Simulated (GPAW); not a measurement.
# Ballistic transport through H2 in line between two Cu chains, cheap and dear

Aim: T(E), conductance and thermopower of H2 in line between two Cu chains, and what cheaper settings cost in accuracy.

Main program and level: GPAW 26.7.0; GPAW LCAO, PAW setups; Landauer transmission from Green's functions with principal layers (ASE), zero bias.

Report form: inputs, costs, results and the conclusion, without the logs.

## 1. The structure

The cell holds 12 atoms: 10 Cu and 2 H. Cell: a = 9.000 Å, b = 9.000 Å, c = 24.316 Å, α = 90.0°, β = 90.0°, γ = 90.0°. Regions: left lead, 5 atoms (5 Cu); channel, 2 atoms (2 H); right lead, 5 atoms (5 Cu). Vacuum lies along a and b. The structure is stacked, and the current runs, along c.

## 2. GPAW, dzp

Localised orbitals split the wire into layers that couple to their neighbours alone, which is what the Green's function method needs; double zeta with polarisation is the usual level for numbers.

run.py reads:

```python
import json
import numpy as np
from ase import Atoms
from ase.transport.calculators import TransportCalculator
from gpaw import GPAW, FermiDirac
from gpaw.lcao.tools import get_lcao_hamiltonian
from scipy.linalg import eigh

# The junction with lead layers at both ends, along the third cell vector
device = Atoms(
    ['Cu', 'Cu', 'Cu', 'Cu', 'Cu', 'H', 'H', 'Cu', 'Cu', 'Cu', 'Cu', 'Cu'],
    positions=[
        [4.50000, 4.50000, 1.15000],
        [4.50000, 4.50000, 3.45000],
        [4.50000, 4.50000, 5.75000],
        [4.50000, 4.50000, 8.05000],
        [4.50000, 4.50000, 10.35000],
        [4.50000, 4.50000, 11.73300],
        [4.50000, 4.50000, 12.58300],
        [4.50000, 4.50000, 13.96600],
        [4.50000, 4.50000, 16.26600],
        [4.50000, 4.50000, 18.56600],
        [4.50000, 4.50000, 20.86600],
        [4.50000, 4.50000, 23.16600]],
    cell=[[9.0, 0.0, 0.0], [0.0, 9.0, 0.0], [0.0, 0.0, 24.316]],
    pbc=True)

# One principal layer of the lead: the first 3 atoms of the device
lead = Atoms(
    ['Cu', 'Cu', 'Cu'],
    positions=[
        [4.50000, 4.50000, 1.15000],
        [4.50000, 4.50000, 3.45000],
        [4.50000, 4.50000, 5.75000]],
    cell=[[9.0, 0.0, 0.0], [0.0, 9.0, 0.0], [0.0, 0.0, 6.9]],
    pbc=True)

settings = dict(mode='lcao', basis='dzp', xc='PBE', h=0.2,
                occupations=FermiDirac(0.1), maxiter=250,
                mixer=dict(beta=0.1, nmaxold=8, weight=100.0),
                convergence=dict(density=0.0001))
energies = np.arange(-2, 2 + 1e-9, 0.05)
eta = 0.0001
n1, n2 = 1, 1
# k and -k transmit alike, so half of the mesh across the current serves
mesh = [(i, j) for i in range(n1) for j in range(n2) if (i, j) <= (-i % n1, -j % n2)]
weights = np.array([1 if (i, j) == (-i % n1, -j % n2) else 2 for i, j in mesh]) / (n1 * n2)

# [... helper functions left out ...]
fermi_lead = ground_state(lead, (1, 1, 16), 'lead.txt')
fermi_device = ground_state(device, (1, 1, 3), 'device.txt')
# [... loop over the mesh left out, but for ...]
        # Shift the lead onto the potential of the device's first layer
        shift = ((H[:, 0, 0] - H0[:, 0, 0]) / S0[0, 0]).real.mean()
# [...]
kT = 8.617333e-5 * 500
bias = [0.1, 0.2, 0.5, 1.0, 1.5, 2.0]
# [... integrals and printing left out ...]
```

The run is started by

```
OMP_NUM_THREADS=1 OPENBLAS_NUM_THREADS=1 python run.py
```

Run time: 26 s. Hardware: 1 thread of Arm Neoverse V2, shared host; peak memory 0.79 GiB.

Read from the output:

```
conductance                                    : 0.7418 G₀
largest coupling past the next principal layer : 4.59e-5 eV
largest misfit of the first principal layer    : 0.02658 eV
shift that aligns the lead                     : -0.001836 eV
basis functions of the junction                : 160
basis functions of a principal layer           : 45
transmission at the Fermi level (one spin)     : 0.7354
```

One spin. Transmission, zone mean against energy, zero at the Fermi level:

```
energy (eV)  transmission, zone mean
      -2.00                    0.819
      -1.85                    0.801
      -1.70                     2.03
      -1.60                    0.997
      -1.45                    0.926
      -1.30                   0.0395
      -1.15                    0.448
      -1.05                    0.542
      -0.90                    0.643
      -0.75                    0.754
      -0.60                    0.849
      -0.50                    0.890
      -0.35                    0.920
      -0.30                    0.926
      -0.20                    0.789
      -0.05                    0.731
       0.00                    0.735
       0.05                    0.743
       0.20                    0.776
       0.35                    0.811
       0.50                    0.842
       0.60                    0.861
       0.75                    0.886
       0.90                    0.904
       1.05                    0.921
       1.15                    0.930
       1.30                    0.944
       1.45                    0.955
       1.60                    0.965
       1.70                    0.971
       1.85                    0.979
       2.00                    0.986
```

Not self-consistent under bias; the bias window is split evenly. The current through one cell, from the zero-bias transmission by bias:

```
bias (V)  current through one cell, from the zero-bias transmission (μA)
   0.100                                                            5.75
   0.200                                                            11.6
   0.500                                                            29.8
   1.000                                                            63.0
   1.500                                                            95.8
   2.000                                                             126
```

Transmission of the three most open eigenchannels against energy, zero at the Fermi level:

```
energy (eV)  channel 1  channel 2  channel 3
      -2.00      0.819          0          0
      -1.85      0.801          0          0
      -1.70      0.792      0.620      0.620
      -1.60      0.798     0.0994     0.0994
      -1.45      0.869     0.0286     0.0286
      -1.30     0.0133     0.0133     0.0130
      -1.15      0.401     0.0320    0.00753
      -1.05      0.509     0.0221    0.00569
      -0.90      0.620     0.0145    0.00424
      -0.75      0.736     0.0105    0.00348
      -0.60      0.835    0.00814    0.00298
      -0.50      0.877    0.00707    0.00268
      -0.35      0.910    0.00545    0.00218
      -0.20      0.787    0.00127    0.00127
      -0.05      0.731          0          0
       0.00      0.735          0          0
       0.05      0.743          0          0
       0.20      0.776          0          0
       0.35      0.811          0          0
       0.50      0.842          0          0
       0.60      0.861          0          0
       0.75      0.886          0          0
       0.90      0.904          0          0
       1.05      0.921          0          0
       1.15      0.930          0          0
       1.30      0.944          0          0
       1.45      0.955          0          0
       1.60      0.965          0          0
       1.70      0.971          0          0
       1.85      0.979          0          0
       2.00      0.986          0          0
```

Couplings past the next layer reach 4.6e-5 eV, small enough to drop; the first layer differs from the bulk lead by up to 0.027 eV, a small residual of the finite cell. The two Fermi levels in the log count from different zeros of potential, one for each periodic cell; with both set to zero, the small shift printed beside them is what aligns lead and junction. By hand: G = 0.7418 × 77.48 μS = 57.5 μS, a resistance of 17.4 kΩ; at 0.1 V a linear junction would pass 5.75 μA, and the integral over the bias window gives 5.75 μA.

## 3. Single-zeta polarised basis

One radial function a shell plus polarisation makes the matrices smaller; the question is what that costs.

Changes to run.py since step 2:

```diff
@@ -37,3 +37,3 @@
 
-settings = dict(mode='lcao', basis='dzp', xc='PBE', h=0.2,
+settings = dict(mode='lcao', basis='szp(dzp)', xc='PBE', h=0.2,
                 occupations=FermiDirac(0.1), maxiter=250,
```

Run time: 27 s. Hardware: 1 thread; peak memory 0.78 GiB.

Read from the output:

```yaml
conductance: 0.7396 G₀
largest_coupling_past_the_next_principal_layer: 4.61e-5 eV
largest_misfit_of_the_first_principal_layer: 0.02921 eV
shift_that_aligns_the_lead: 0.007947 eV
basis_functions_of_the_junction: 98
basis_functions_of_a_principal_layer: 27
transmission_at_the_fermi_level_one_spin: 0.7330
open_channels_of_the_lead_at_the_fermi_level_one_spin: 1
```

One spin. Transmission, zone mean against energy, zero at the Fermi level:

```
energy (eV)  transmission, zone mean
      -2.00                    0.759
      -1.90                    0.752
      -1.80                    0.750
      -1.70                     1.35
      -1.55                    0.861
      -1.45                    0.928
      -1.40                     1.01
      -1.35                    0.674
      -1.25                   0.0795
      -1.15                    0.332
      -1.05                    0.437
      -0.90                    0.558
      -0.80                    0.646
      -0.70                    0.737
      -0.60                    0.806
      -0.50                    0.846
      -0.40                    0.879
      -0.30                    0.922
      -0.25                    0.919
      -0.15                    0.732
      -0.05                    0.723
       0.00                    0.733
       0.05                    0.746
       0.15                    0.777
       0.25                    0.808
       0.40                    0.850
       0.50                    0.873
       0.60                    0.893
       0.70                    0.908
       0.80                    0.923
       0.90                    0.936
       1.05                    0.951
       1.15                    0.959
       1.25                    0.966
       1.35                    0.972
       1.45                    0.978
       1.55                    0.982
       1.70                    0.988
       1.80                    0.992
       1.90                    0.994
       2.00                    0.996
```

Crossings of the lead's bands, unfolded to its shortest repeat. The open channels, zone mean by energy, zero at the Fermi level:

energy (eV), open channels, zone mean and a bar from the least value:
```
    -2.00       1.00 
    -1.90       1.00 
    -1.80       1.00 
    -1.70       3.00 ############
    -1.55       3.00 ############
    -1.45       3.00 ############
    -1.35       3.00 ############
    -1.25       4.00 ##################
    -1.15       4.00 ##################
    -1.05       4.00 ##################
    -0.90       4.00 ##################
    -0.80       4.00 ##################
    -0.70       6.00 ##############################
    -0.60       6.00 ##############################
    -0.50       6.00 ##############################
    -0.40       4.00 ##################
    -0.25       4.00 ##################
    -0.15       3.00 ############
    -0.05       1.00 
     0.00       1.00 
     0.05       1.00 
     0.15       1.00 
     0.25       1.00 
     0.40       1.00 
     0.50       1.00 
     0.60       1.00 
     0.70       1.00 
     0.80       1.00 
     0.90       1.00 
     1.05       1.00 
     1.15       1.00 
     1.25       1.00 
     1.35       1.00 
     1.45       1.00 
     1.55       1.00 
     1.70       1.00 
     1.80       1.00 
     1.90       1.00 
     2.00       1.00
```

Not self-consistent under bias; the bias window is split evenly. Current through one cell, from the zero-bias transmission against bias:

```
bias (V)  current through one cell, from the zero-bias transmission (μA)
   0.100                                                            5.74
   0.200                                                            11.5
   0.500                                                            29.8
   1.000                                                            63.1
   1.500                                                            95.4
   2.000                                                             125
```

Table of transmission of the three most open eigenchannels by energy, zero at the Fermi level:

```
energy (eV)  channel 1  channel 2  channel 3
      -2.00      0.759          0          0
      -1.90      0.752          0          0
      -1.80      0.750    6.1e-11    6.1e-11
      -1.70      0.756      0.296      0.296
      -1.55      0.796     0.0326     0.0326
      -1.45      0.895     0.0165     0.0165
      -1.35      0.653     0.0107     0.0107
      -1.25     0.0386     0.0262    0.00731
      -1.15      0.298     0.0238    0.00524
      -1.05      0.413     0.0158    0.00407
      -0.90      0.541    0.00989    0.00331
      -0.80      0.632    0.00773    0.00310
      -0.70      0.725    0.00624    0.00292
      -0.60      0.795    0.00520    0.00272
      -0.50      0.836    0.00447    0.00256
      -0.40      0.870    0.00401    0.00256
      -0.25      0.911    0.00275    0.00275
      -0.15      0.729    0.00117    0.00117
      -0.05      0.723    1.1e-12    1.1e-12
       0.00      0.733          0          0
       0.05      0.746          0          0
       0.15      0.777          0          0
       0.25      0.808          0          0
       0.40      0.850          0          0
       0.50      0.873          0          0
       0.60      0.893          0          0
       0.70      0.908          0          0
       0.80      0.923          0          0
       0.90      0.936          0          0
       1.05      0.951          0          0
       1.15      0.959          0          0
       1.25      0.966          0          0
       1.35      0.972          0          0
       1.45      0.978          0          0
       1.55      0.982          0          0
       1.70      0.988          0          0
       1.80      0.992          0          0
       1.90      0.994          0          0
       2.00      0.996          0          0
```

The conductance, 0.740 G₀, lies 0.3 % below that of the dzp run.

## 4. Minimal basis

The minimal basis is the cheapest rung: no second zeta and no polarisation.

Changes to run.py since step 3:

```diff
@@ -37,3 +37,3 @@
 
-settings = dict(mode='lcao', basis='szp(dzp)', xc='PBE', h=0.2,
+settings = dict(mode='lcao', basis='sz(dzp)', xc='PBE', h=0.2,
                 occupations=FermiDirac(0.1), maxiter=250,
```

Wall time 23 s (1 thread); peak memory 0.75 GiB.

This step gave:

| Property | Result |
| --- | --- |
| conductance | 0.8025 G₀ |
| largest coupling past the next principal layer | 4.64e-5 eV |
| largest misfit of the first principal layer | 0.02828 eV |
| shift that aligns the lead | 0.01758 eV |
| basis functions of the junction | 62 |
| basis functions of a principal layer | 18 |
| transmission at the Fermi level (one spin) | 0.8024 |

The conductance, 0.802 G₀, lies 8.2 % above that of the dzp run.

## 5. LDA in the dzp basis: xc = "LDA"

Back in the dzp basis, the functional changes from PBE to LDA, to set the spread between functionals beside that between bases.

Changes to run.py since step 4:

```diff
@@ -37,3 +37,3 @@
 
-settings = dict(mode='lcao', basis='sz(dzp)', xc='PBE', h=0.2,
+settings = dict(mode='lcao', basis='dzp', xc='LDA', h=0.2,
                 occupations=FermiDirac(0.1), maxiter=250,
```

The job ended after 22 s (1 thread; peak memory 0.79 GiB).

Numbers from this step:

| Item | Value |
| --- | --- |
| conductance | 0.7562 G₀ |
| largest coupling past the next principal layer | 3.59e-5 eV |
| largest misfit of the first principal layer | 0.02795 eV |
| shift that aligns the lead | -0.002363 eV |
| basis functions of the junction | 160 |
| basis functions of a principal layer | 45 |
| transmission at the Fermi level (one spin) | 0.7499 |

One spin. The transmission, zone mean by energy, zero at the Fermi level:

```
energy (eV)  transmission, zone mean
      -2.00                    0.823
      -1.85                    0.810
      -1.70                     1.78
      -1.60                     1.00
      -1.45                    0.979
      -1.30                   0.0360
      -1.15                    0.415
      -1.05                    0.523
      -0.90                    0.625
      -0.75                    0.746
      -0.60                    0.852
      -0.50                    0.893
      -0.35                    0.920
      -0.30                    0.926
      -0.20                    0.806
      -0.05                    0.747
       0.00                    0.750
       0.05                    0.757
       0.20                    0.786
       0.35                    0.819
       0.50                    0.849
       0.60                    0.866
       0.75                    0.891
       0.90                    0.907
       1.05                    0.923
       1.15                    0.933
       1.30                    0.945
       1.45                    0.957
       1.60                    0.966
       1.70                    0.972
       1.85                    0.980
       2.00                    0.987
```

The conductance, 0.756 G₀, lies 1.9 % above that of the dzp run.

## 6. All levels side by side

Times are for 1 thread of Arm Neoverse V2, shared host. The runs compared:

```
no.      run  conductance (G₀)  time  memory (GiB)
  1      dzp            0.7418  26 s          0.79
  2      szp            0.7396  27 s          0.78
  3       sz            0.8025  23 s          0.75
  4  dzp LDA            0.7562  22 s          0.79
```

## 7. The levels side by side

The curves are compared point by point over the common energies.

This step: comparison of transmission and cost over codes and levels (GPAW 26.7.0).

Ladder, by row:

```
   step  code  T at the Fermi level (sum over the listed spins)  conductance (G0)  r.m.s. T(E) from the first  wall time (s)  peak memory (GiB)
    dzp  GPAW                                            0.7354            0.7418                           0          25.95               0.79
    szp  GPAW                                             0.733            0.7396                     0.09699          26.83               0.78
     sz  GPAW                                            0.8024            0.8025                        0.21          23.05               0.75
dzp-LDA  GPAW                                            0.7499            0.7562                     0.03826          22.28               0.79
```

[end of part 1 of 2]

[Long decimals in the printed logs are rounded to 6 places.]

[Logs are printed without paths, hosts, clocks, repeated set-up lines and the standing remarks that a program may print on its own settings, such as how far it seeks lower states.]

[Hosts, paths, dates, database ids (printed as entryN), source tags and the programs' standing remarks are cut or masked in the printed files.]
